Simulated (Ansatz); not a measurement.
# Lattice dynamics of AlRu (Pm-3m), part 2 of 2

Aim: the vibrations of AlRu (Pm-3m), their spectra, and whether the structure is stable.

Ansatz 0.2.0; DFT PBEsol, scalar-relativistic, plane waves, PAW; PAW set soft_1.

So far. Step 3 (Tight relaxation): The forces vanish by symmetry and the pressure is 0.000 GPa, within the tolerances set. The cell now holds 13.18 Å³/atom. The relaxed cell has a = 2.976 Å (conventional setting).

**4. Modes at Γ**

The zone centre comes first: it holds the modes that light can see, as far as symmetry allows. No field response is asked, since the mesh shows no gap.

input.yaml reads:

```yaml
crystal:
  lattice:
    - [2.9760064514, 0.0, 0.0]
    - [0.0, 2.9760064514, 0.0]
    - [0.0, 0.0, 2.9760064514]
  atoms:
    - { symbol: Al, position: [0.0, 0.0, 0.0] }
    - { symbol: Ru, position: [0.5, 0.5, 0.5] }
kpoints:
  mp_grid: { grid: [16, 16, 16] }
hamiltonian:
  xc: pbesol
  pseudopotentials: { kind: paw, azcp: { folder: soft_1 }, xc_functional: pbe }
scf:
  occupations: { method: methfessel_paxton, width: 0.2 }
output:
  eigenvalues: true
phonons:
  method: dfpt
```

Launch:

```
> ansatz run input.yaml --threads 4 --pin off --max-ram 10240MiB --backend cpu --events-out ev --progress --plain --runs-dir out
```

Numbers of over 12 decimals in the logs are rounded to 6 here.

What it wrote:

```text
[...]
Crystal: 2 atoms, lattice volume = 26.357 Å³
Basis set: ecut = 420 eV, 485 PW (Γ), exchange–correlation on 40×40×40 points (8 copies of the dense FFT grid, shifted against one another)
Bands: 14, of which v1, the nominal top of the filled ones, is band 10 counted from 1 (9 counted from 0)
Symmetry: 48 space group operations
k-points: 405 of 4096 (irreducible under 8 space group operations, time reversal used)
[...]
SCF iter   1: F=—  HF=-6343.381179 eV  |F-HF|=—  |Δ(HF+E_count)|=         —  Δρ=1.17e-1  dr2=4.25e0  ethr=3.10e-3  ⟨swp⟩=4.8  Hψ=27164  notcnv=0
[...]
SCF iter   8: F=-6342.349559 eV  HF=-6342.349559 eV  |F-HF|=9.09e-13  |Δ(HF+E_count)|=  1.82e-12  S|Δr|=    0.00e0  Δρ=3.36e-8  dr2=1.36e-13  ethr=1.00e-12  ⟨swp⟩=3.0  Hψ=20663  notcnv=0
SCF 1 converged in 8 iterations: F = -6342.349559 eV  dr2 = 1.36e-13
[...]
DFPT response loops at Γ: preconditioner auto → Kerker (q_TF=auto, 2.583 Å⁻¹) (partly filled bands, converged f_vac=0.000); β = 1.00, the filter's whole step (`scf.mixing.beta` (0.50) is not read by the response loops under this deck's `scf.mixing.preconditioner`; to damp them name `kerker` or `kerker_dos`, under which they read `scf.mixing.beta`, and type it under 1.00, their step now; both keys bind the ground state too); Broyden in place of MSR1
SCF converged after 8 iterations
[...]
Free energy (F): -6342.349559 eV
[...]
Internal energy: -6342.348261 eV  (E = F + TS)
E sigma→0 (E₀):  -6342.349234 eV
Entropy (-TS):   -0.001298 eV (-0.649 meV/atom)
Fermi energy:    16.200794 eV
[...]
--- Band table (eV; the first three rows and the last of 405) ---
  k-point 0: bands = [... 6 lower, 12.5077, 16.3820, 16.3820, 16.3820, 22.3280, 22.3280, 22.3280, 27.2328]
  k-point 1: bands = [... 6 lower, 12.5360, 16.2838, 16.2838, 16.3916, 21.9482, 22.4826, 22.4826, 27.0538]
  k-point 2: bands = [... 6 lower, 12.6131, 16.0249, 16.0249, 16.4192, 21.0919, 22.9112, 22.9112, 26.5748]
  k-point 404: bands = [... 6 lower, 11.4700, 17.8493, 17.8493, 18.8853, 20.3198, 20.3198, 20.3198, 24.9045]
--- Phonons (Γ-DFPT): 2 representative perturbations + reference, on 405 of 4096 k-points (Σ response iterations 6) ---
  k mesh reduced under 8 symmetry operations, with k and −k counted as one. Each operation leaves every solved perturbation unchanged. A smaller set is not used because it would not reduce the number of displacements times k-points to solve
  ASR residual: 1.410e-5 → 0.000e0 eV/Å²; symmetrization residual: 2.364e-6 eV/Å²
  ASR residual per site (eV/Å²): 1.41e-5 1.04e-5
  Γ frequencies (cm⁻¹): 0.00 0.00 0.00 321.47 321.47 321.47
  non-analytic LO–TO correction: not included (Born effective charges unavailable; polar crystals: no LO–TO splitting at Γ)
```

Elapsed: 9.5 s, on 4 threads of Arm Neoverse V1, shared host; peak memory 0.73 GiB.

In the SCF lines HF is the Harris–Foulkes energy and dr2 the Hartree energy of the density residual, in eV; the loop may stop once dr2 is under the threshold and the program's other checks hold. Hψ counts applications of the Hamiltonian.

Numbers from this step:

```
sum-rule residual before enforcement                    : 1.41e-5 eV/Å²
point group                                             : m-3m
highest optical mode at the zone centre (no LO-TO term) : 321.5 cm⁻¹
lowest optical zone-centre mode                         : 321.5 cm⁻¹
```

Patterns of degenerate modes are one choice out of their space. The modes at Γ (shares of kinetic energy by element, %):

```
mode  frequency (cm⁻¹)  symmetry  Al %  Ru %
   1               0.0  acoustic    21    79
   2               0.0  acoustic    21    79
   3               0.0  acoustic    21    79
   4             321.5       T1u    79    21
   5             321.5       T1u    79    21
   6             321.5       T1u    79    21
```

Displacements in mode 5 (321.5 cm⁻¹), the largest set to 1:
```
Al1  0.00  0.00  1.00
Ru2  0.00  0.00 -0.27
```

Before it was imposed, the acoustic sum rule was missed by 1.4e-5 eV/Å². Small misses are needed for a sound result but don't prove that mesh and cutoff are converged. The lowest optical mode is real, 321 cm⁻¹.

**5. Response at finite wavevector**

Stability and thermal properties need the whole zone. Linear response on a 4×4×4 q mesh gives force constants as far as a supercell of that size would.

input.yaml, as its differences from that of step 4:

```diff
@@ -19 +19,8 @@
   method: dfpt
+  qmesh: [4, 4, 4]
+  temperatures: { t_max: 1000, t_step: 50 }
+  qpath:
+    path:
+      - [[0.0, 0.0, 0.0], [0.0, 0.5, 0.0], [0.5, 0.5, 0.0], [0.0, 0.0, 0.0], [0.5, 0.5, 0.5], [0.0, 0.5, 0.0]]
+      - [[0.5, 0.5, 0.5], [0.5, 0.5, 0.0]]
+    npoints: 10
```

What it wrote:

```text
[...]
Crystal: 2 atoms, lattice volume = 26.357 Å³
Basis set: ecut = 420 eV, 485 PW (Γ), exchange–correlation on 40×40×40 points (8 copies of the dense FFT grid, shifted against one another)
Bands: 14, of which v1, the nominal top of the filled ones, is band 10 counted from 1 (9 counted from 0)
Symmetry: 48 space group operations
k-points: 165 of 4096
[...]
SCF iter   1: F=—  HF=-6343.381167 eV  |F-HF|=—  |Δ(HF+E_count)|=         —  Δρ=1.17e-1  dr2=4.25e0  ethr=3.10e-3  ⟨swp⟩=4.8  Hψ=11137  notcnv=0
[...]
SCF iter   8: F=-6342.349559 eV  HF=-6342.349559 eV  |F-HF|=9.09e-13  |Δ(HF+E_count)|=  1.82e-12  S|Δr|=    0.00e0  Δρ=3.39e-8  dr2=1.43e-13  ethr=1.00e-12  ⟨swp⟩=3.0  Hψ=8398  notcnv=0
SCF 1 converged in 8 iterations: F = -6342.349559 eV  dr2 = 1.43e-13
[...]
phonons: the bands overlap, so this run is a metal and interpolates without the dipole-dipole term. If the crystal is really an insulator or semiconductor, its LO-TO splitting is missing
NSCF: frozen V_eff on 165 k-points
[...]
DFPT response loops at q = (0, 0, 0) (fractional): preconditioner auto → Kerker (q_TF=auto, 2.583 Å⁻¹) (partly filled bands, converged f_vac=0.000); β = 1.00, the filter's whole step (`scf.mixing.beta` (0.50) is not read by the response loops under this deck's `scf.mixing.preconditioner`; to damp them name `kerker` or `kerker_dos`, under which they read `scf.mixing.beta`, and type it under 1.00, their step now; both keys bind the ground state too); Broyden in place of MSR1
[...]
SCF converged after 8 iterations
[...]
Free energy (F): -6342.349559 eV
[...]
Internal energy: -6342.348261 eV  (E = F + TS)
E sigma→0 (E₀):  -6342.349234 eV
Entropy (-TS):   -0.001298 eV (-0.649 meV/atom)
Fermi energy:    16.200794 eV
[...]
--- Band table (eV; the first three rows and the last of 165) ---
  k-point 0: bands = [... 6 lower, 12.5077, 16.3820, 16.3820, 16.3820, 22.3280, 22.3280, 22.3280, 27.2328]
  k-point 1: bands = [... 6 lower, 12.5360, 16.2838, 16.2838, 16.3916, 21.9482, 22.4826, 22.4826, 27.0538]
  k-point 2: bands = [... 6 lower, 12.6131, 16.0249, 16.0249, 16.4192, 21.0919, 22.9112, 22.9112, 26.5748]
  k-point 164: bands = [... 6 lower, 11.4700, 17.8493, 17.8493, 18.8853, 20.3198, 20.3198, 20.3198, 24.9045]
--- Phonons (Γ-DFPT): 2 representative perturbations + reference (Σ response iterations 6) ---
  ASR residual: 1.453e-5 → 0.000e0 eV/Å²; symmetrization residual: 2.676e-6 eV/Å²
  ASR residual per site (eV/Å²): 1.45e-5 8.44e-6
  Γ frequencies (cm⁻¹): 0.00 0.00 0.00 321.47 321.47 321.47
--- Phonons (arbitrary-q DFPT): 10 irreducible q on the 4×4×4 mesh ---
  q = [0.0000, 0.0000, 0.0000] (star 1, of the zone-centre solve; hermiticity 6.61e-7, symmetrization 1.63e-12): 0.00 0.00 0.00 321.47 321.47 321.47
  q = [0.0000, 0.0000, 0.2500] (star 6, 4 solved perturbations in 4032 linear systems a pass and spin channel, the states on 1296 of 4096 k-point pairs; hermiticity 9.01e-7, symmetrization 4.59e-13): 108.51 108.51 152.28 310.68 310.68 320.91
[...]
q = [0.0000, 0.2500, -0.5000] (star 12, 6 solved perturbations on 1296 of 4096 k-point pairs; hermiticity 6.70e-8, symmetrization 2.62e-8): 132.60 158.64 177.04 290.23 334.04 350.02
[...]
sum rule: each row above includes the acoustic sum rule's correction from the zone centre's row sums; it moved no ω² by more than (0.38 cm⁻¹)²
  mesh force constants: q→R imaginary residual 2.99e-18; ASR residual 1.453e-5 → 0.000e0 eV/Å²; symmetrization residual 2.132e-14 eV/Å²
  interpolated dispersion: 62 rows × 6 modes
  density of states and harmonic sums: on the 24×24×24 q-mesh, interpolated from the force constants of a 4×4×4 supercell (no non-analytic term)
  largest difference from the sums on the solved wave vectors: F 1.16e-2 eV, S 1.56e-5 and C_V 4.02e-6 eV/K
  zero-point energy: 0.088275 eV/cell   skipped modes (ω ≤ 0): 3   left out of the sums: 3.62e-5 of the cell's modes: C_V's classical limit lies that fraction below 3 k_B per atom; for a crystal, a wire or a layer, F and S can be off by more, and a phonons.interpolated_qmesh denser along its periods is the remedy for the sampling
```

It took 4.4 min on 4 threads; peak memory 2.1 GiB.

Numbers from this step:

- sum-rule residual before enforcement: 1.45e-5 eV/Å²
- lowest frequency on the path: 0 cm⁻¹
- highest frequency on the path or at a solved wavevector: 361.2 cm⁻¹
- mean frequency: 237.3 cm⁻¹
- Debye temperature (second moment): 473 K
- logarithmic mean frequency: 217.1 cm⁻¹
- lowest mode on the q mesh (acoustic modes at Γ apart): 92.84 cm⁻¹
- zero-point energy per atom: 44.14 meV
- heat capacity at 300 K: 22.15 J/(mol atoms K)
- vibrational entropy at 300 K: 25.41 J/(mol atoms K)
- edges of the widest gap between branches, on path and mesh: 213.9, 283.3 cm⁻¹

Frequencies (cm⁻¹) solved at each irreducible wavevector; negative means imaginary. Frequencies by wavevector, by row:

```
q in reciprocal lattice units  star  mode 1  mode 2  mode 3  mode 4  mode 5  mode 6
                        0 0 0     1       0       0       0   321.5   321.5   321.5
                     0 0 0.25     6   108.5   108.5   152.3   310.7   310.7   320.9
                     0 0 -0.5     3   164.5   164.5   213.9     294     294   335.2
                  0 0.25 0.25    12    92.8   140.1   182.8   302.3   318.4   335.1
                  0 0.25 -0.5    12   132.6   158.6     177   290.2     334     350
                  0 -0.5 -0.5     3   104.6   104.6   194.8   283.3   361.2   361.2
               0.25 0.25 0.25     8     140     140   177.5   322.6   328.1   328.1
               0.25 0.25 -0.5    12   146.8   149.5   177.8   315.7   332.4   350.8
               0.25 -0.5 -0.5     6   149.8   149.8   191.7   314.9   353.1   353.1
               -0.5 -0.5 -0.5     1   179.1   179.1   179.1   342.2   342.2   342.2
```

Interpolated from a 4×4×4 q mesh. The phonon branches at the labelled points (cm⁻¹):

```
    point  branch 1  branch 2  branch 3  branch 4  branch 5  branch 6
        Γ         0         0         0       322       322       322
  halfway       108       108       152       311       311       321
        X       164       164       214       294       294       335
  halfway       133       159       177       290       334       350
        M       105       105       195       283       361       361
  halfway        93       140       183       302       318       335
        Γ         0         0         0       322       322       322
  halfway       140       140       178       322       328       328
        R       179       179       179       342       342       342
  halfway       147       150       178       316       332       351
        X       164       164       214       294       294       335
jump to R       179       179       179       342       342       342
  halfway       150       150       192       315       353       353
        M       105       105       195       283       361       361
```

The phonon branches as a text plot (rows in cm⁻¹):

```
    354 |           *******                       ****     ******
    339 |      ******     ****           ************ ******
    324 |******    *       **************          * **     *
    309 |   ***   *          ***    ****            ****     *
    293 |      *******   ****                          ***    **
    278 |             ***                                       *
    263 |
    248 |
    233 |
    218 |      **                                        *
    203 |        *                                      *
    188 |     *   * ******   *         *         ***   *   ******
    173 |    *    **      *** *         *  *******  ***   **
    158 |   *  ***        ***        **  ****     ** * ***  *
    143 |     *   ***        * *        *           ***      *
    128 |    *      **   *          *                         *
    113 |   *        ** *     *        *                       **
     98 |  *           ******* **    **
     83 |                     *
     68 | **                   **  **
     53 | *                      *
     38 |*                      ** *
     23 |*                       *
      8 |                         *
         Γ      X      M          Γ            R        X|R     M
```

Tetrahedra on a 24×24×24 mesh, mean over bins of 5 cm-1. Interpolated from a 4×4×4 q mesh. Phonon density of states against wavenumber; read off at these points:

wavenumber (cm⁻¹), phonon density of states (1/cm⁻¹/cell) and a bar:
```
        2     0.0000 
       12     0.0000 
       22     0.0002 
       32     0.0004 
       42     0.0008 
       52     0.0013 #
       62     0.0019 #
       72     0.0028 #
       82     0.0041 ##
       92     0.0060 ###
       98     0.0074 ####
      108     0.0180 #########
      118     0.0212 ###########
      128     0.0245 ############
      138     0.0285 ##############
      148     0.0315 ################
      158     0.0400 ####################
      162     0.0421 #####################
      168     0.0267 #############
      178     0.0403 ####################
      182     0.0509 #########################
      188     0.0277 ##############
      198     0.0036 ##
      208     0.0013 #
      218     0.0000 
      228     0.0000 
      238     0.0000 
      248     0.0000 
      258     0.0000 
      268     0.0000 
      272     0.0000 
      282     0.0010 #
      292     0.0223 ###########
      302     0.0372 ###################
      308     0.0506 #########################
      312     0.0491 ########################
      322     0.0428 #####################
      332     0.0406 ####################
      342     0.0559 ############################
      348     0.0603 ##############################
      352     0.0445 ######################
      362     0.0014 #
```

The partial phonon density of states has structure finer than the step of the table below, so its rows give means over 20 cm⁻¹, whole bins alone (the curve runs from -10 to 382 cm⁻¹). Peaks (cm⁻¹: height): Al 310.2: 0.0461, 344.7: 0.0493; Ru 182.1: 0.0444, 349.6: 0.00881.

Phonopy on the run's constants, 19x19x19 mesh, Gaussian sigma 2.8 cm-1. Interpolated from a 4×4×4 q mesh. Partial phonon density of states against wavenumber; means over each step; values in 1/cm⁻¹/cell:

```
wavenumber (cm⁻¹)       Al       Ru
                0   3.7e-6   1.6e-5
               20   4.0e-5   1.5e-4
               40   1.6e-4   6.2e-4
               60   3.9e-4  0.00157
               80   7.3e-4  0.00306
              100  0.00203  0.00841
              120  0.00403   0.0180
              140  0.00435   0.0247
              160  0.00379   0.0333
              180  0.00147   0.0365
              200   2.1e-4  0.00630
              220   5.0e-6   1.6e-4
              240        0        0
              260        0        0
              280  0.00346   2.6e-5
              300   0.0334  0.00178
              320   0.0386  0.00493
              340   0.0429  0.00712
              360   0.0145  0.00334
```

Second derivatives of the energy by pair, one row for each kind of neighbour of each atom listed. Each entry sums the pair over the periodic images of the supercell that the q mesh stands for, and in a polar crystal it holds the long-range dipole part too. Force constants by pair, by row:

```
atom  neighbour  distance (Å)  third of the trace (eV/Å²)  along the pair's line (eV/Å²)
 Al1     itself             0                       9.508                              –
 Al1         Ru         2.577                     -0.9506                         -3.373
 Al1         Al         2.976                     -0.2156                        -0.6009
 Al1         Al         4.209                      0.0226                        -0.0052
 Al1         Ru         4.935                      -0.015                        -0.0323
 Al1         Al         5.155                      -0.058                        -0.1773
 Al1         Al         5.952                      0.0049                         0.0349
 Al1         Ru         6.486                     -0.0058                         0.0061
 Al1         Al         6.655                     -0.0074                         0.0034
 Ru2     itself             0                       12.56                              –
 Ru2         Al         2.577                     -0.9506                         -3.373
 Ru2         Ru         2.976                     -0.4917                         -1.198
 Ru2         Ru         4.209                     -0.1858                        -0.5189
 Ru2         Al         4.935                      -0.015                        -0.0323
 Ru2         Ru         5.155                      0.0428                         0.1044
 Ru2         Ru         5.952                           0                         0.1272
 Ru2         Al         6.486                     -0.0058                         0.0061
 Ru2         Ru         6.655                       0.056                         0.0788
```

Harmonic thermodynamic functions per atom, from the density of states. Interpolated from a 4×4×4 q mesh. Thermodynamic functions, by row:

```
T (K)  F_vib (meV/atom)  S (J/mol-atom/K)  C_V (J/mol-atom/K)
    0             44.14                 0                   0
   50             43.98             1.266               3.617
  100             42.13             6.181               11.19
  200                30             16.94               19.35
  300              7.85             25.41               22.15
  400            -22.01             31.96                23.3
  500            -57.96             37.23               23.87
  600            -98.88             41.61               24.19
  700              -144             45.35               24.38
  800            -192.7             48.62               24.51
  900            -244.7             51.51                24.6
 1000            -299.4             54.11               24.67
```

Harmonic mean-square displacement, third of the trace. Interpolated from a 4×4×4 q mesh. Mean square displacements, by row:

```
T (K)  Al1 U_eq (Å²)  Ru2 U_eq (Å²)
    0        0.00229         0.0011
  100        0.00264        0.00153
  300        0.00491        0.00364
  600         0.0091        0.00708
```

Symmetry leaves 10 wavevectors to solve. The lowest mode among them, the acoustic zeros apart, lies at q = (0, 0.25, 0.25) and is real, 92.8 cm⁻¹.

**6. What came out**

| Item | Value |
| --- | --- |
| space group after relaxation (within 0.01 Å) | Pm-3m |
| volume per atom | 13.2 Å³ |
| electronic character | no gap on this mesh |
| highest optical mode at the zone centre (no LO-TO term) | 321 cm⁻¹ |
| lowest optical zone-centre mode | 321 cm⁻¹ |
| lowest mode on the q mesh (acoustic modes at Γ apart) | 92.8 cm⁻¹ |
| highest frequency on the path or at a solved wavevector | 361 cm⁻¹ |
| zero-point energy per atom | 44.1 meV |
| heat capacity at 300 K | 22.1 J/(mol atoms K) |
| vibrational entropy at 300 K | 25.4 J/(mol atoms K) |
| Debye temperature (second moment) | 473 K |
| imaginary modes on the 4×4×4 q mesh | none |

In words: The structure is a minimum as far as tested: no mode is imaginary at the 10 irreducible wavevectors of the 4×4×4 mesh, and the softest away from the acoustic zeros lies at 93 cm⁻¹. The optical modes at Γ form one degenerate level at 321 cm⁻¹. The highest mode in this list at Γ, 321.5 cm⁻¹, is mostly motion of Al (79 % of the kinetic energy). On the path and the mesh, the widest gap between branches runs from 214 to 283 cm⁻¹. With no gap, or one that is small against the smearing, the frequencies hang on the k mesh and the smearing, most of all near Kohn anomalies. The phonon runs are without spin polarisation, although the cell has an odd electron count. The PAW files were made for PBE and serve the other functionals too. These are harmonic frequencies at zero temperature: anharmonic shifts, linewidths and thermal expansion are left out.

[Logs are printed without paths, hosts, clocks, repeated set-up lines and the standing remarks that a program may print on its own settings, such as how far it seeks lower states.]

[Hosts, paths, dates, database ids (printed as entryN), source tags and the programs' standing remarks are cut or masked in the printed files.]
